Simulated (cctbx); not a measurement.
# What is wrong with this refinement?

Cell a = 12.0210 Å, b = 7.3360 Å, c = 12.8110 Å, α = 90.00°, β = 90.00°, γ = 90.00°; space group Amm2 (no. 38). The compound is Ca14SbMo.

The data are simulated with cctbx, not measured: Mo Kα, λ = 0.71073 Å, to d = 0.77 Å, 70 % of the full sphere, strongest reflection 40000 counts, noise from counting, a 1.5 % proportional error and a noise floor of 2 counts (s.d.); no absorption.

An isotropic refinement with weights 1/σ² prints:

```text
Rint 0.016, 1437 unique reflections to 0.77 A
cycle     R1     wR2    GooF  max shift (A)
   1  0.7854  0.9638  32.747   0.16757
  10  0.5644  0.8422  28.617   0.01071
final R1 0.5625 wR2 0.8405 GooF 28.560  parameters 24  data/parameter 59.9
atom        x        y        z      Ueq    occ   su(xyz)  su(Uiso or U11)
Sb1    0.50000  0.50000  0.20100   0.0001  1.000  0.00112  0.0029
Mo1    0.50000  0.00000  0.20247   0.0001  1.000  0.00193  0.0036
Ca1    0.80007  0.50000  0.38880   0.0313  1.000  0.00466  0.0126
Ca2    0.73167  0.00000  0.32019   0.0275  1.000  0.00480  0.0115
Ca3    0.68905  0.77586  0.14083   0.0383  1.000  0.00579  0.0101
Ca4    0.00000  0.12121  0.36932   0.0314  1.000  0.00707  0.0120
Ca5    0.50000  0.24407  0.34845   0.0173  1.000  0.00489  0.0103
Ca6    0.00000  0.50000  0.15231   0.0226  1.000  0.00527  0.0149
Ca7    0.00000  0.00000  0.14877   0.0136  1.000  0.00453  0.0129
difference map: max 250.62 min -68.68 rms 10.58
Q1    0.5000  0.0000  0.7000    2  257.64  0.01 A from Sb1
Q2    0.5000  0.0000  0.2008    2  244.66  0.02 A from Mo1
Q3    0.0000  0.0000  0.6993    2  192.22  0.60 A from Ca6
Q4    0.5000  0.2499  0.4498    4  188.83  1.30 A from Ca5
Q5    0.0000  0.0000  0.2002    2  182.03  0.66 A from Ca7
Q6    0.0000  0.2503  0.4500    4  177.55  1.40 A from Ca4
```

Q: Accept it or mend it, and why?

Mend it. The fault: start far from the minimum. Against the right model at the same level, R1 goes from 0.0124 to 0.5625 and GooF from 0.91 to 28.56 and the top difference peak, 257.6 e/Å³, lies on Sb1. Least squares finds the nearest minimum, not the best. The fit had not settled when the cycles ran out.

The compound is Ca14SbMo. The right model at the same level gives:

```text
Rint 0.016, 1437 unique reflections to 0.77 A
cycle     R1     wR2    GooF  max shift (A)
   1  0.1851  0.4429  15.051   0.09148
   3  0.0124  0.0268   0.910   0.00001
final R1 0.0124 wR2 0.0268 GooF 0.910  parameters 24  data/parameter 59.9
atom        x        y        z      Ueq    occ   su(xyz)  su(Uiso or U11)
Sb1    0.50000  0.50000  0.16821   0.0029  1.000  0.00003  0.0000
Mo1    0.50000  0.00000  0.16537   0.0037  1.000  0.00004  0.0001
Ca1    0.75487  0.50000  0.33788   0.0050  1.000  0.00004  0.0001
Ca2    0.75033  0.00000  0.33177   0.0038  1.000  0.00004  0.0001
Ca3    0.74686  0.75305  0.08114   0.0042  1.000  0.00004  0.0001
Ca4    0.00000  0.24789  0.41929   0.0050  1.000  0.00013  0.0001
Ca5    0.50000  0.24664  0.41498   0.0049  1.000  0.00015  0.0001
Ca6    0.00000  0.50000  0.16815   0.0051  1.000  0.00018  0.0001
Ca7    0.00000  0.00000  0.16463   0.0039  1.000  0.00015  0.0001
difference map: max 0.22 min -0.26 rms 0.05
Q1    0.0000  0.0834  0.1687    4    0.22  0.61 A from Ca7
Q2    0.2973  0.0000  0.1550    4    0.22  2.11 A from Ca3
Q3    0.0000  0.1571  0.8205    4    0.21  1.45 A from Ca4
Q4    0.5000  0.0000  0.8548    2    0.20  2.01 A from Ca5
Q5    0.0000  0.0000  0.3871    2    0.18  1.86 A from Ca4
Q6    0.1746  0.0000  0.8883    4    0.17  1.07 A from Ca1
```

This is a model crystal, built by substitution and not relaxed, with assumed displacement parameters.

[Middle refinement cycles are left out of these outputs.]

[Logs are printed without paths, hosts, clocks, repeated set-up lines and the standing remarks that a program may print on its own settings, such as how far it seeks lower states.]
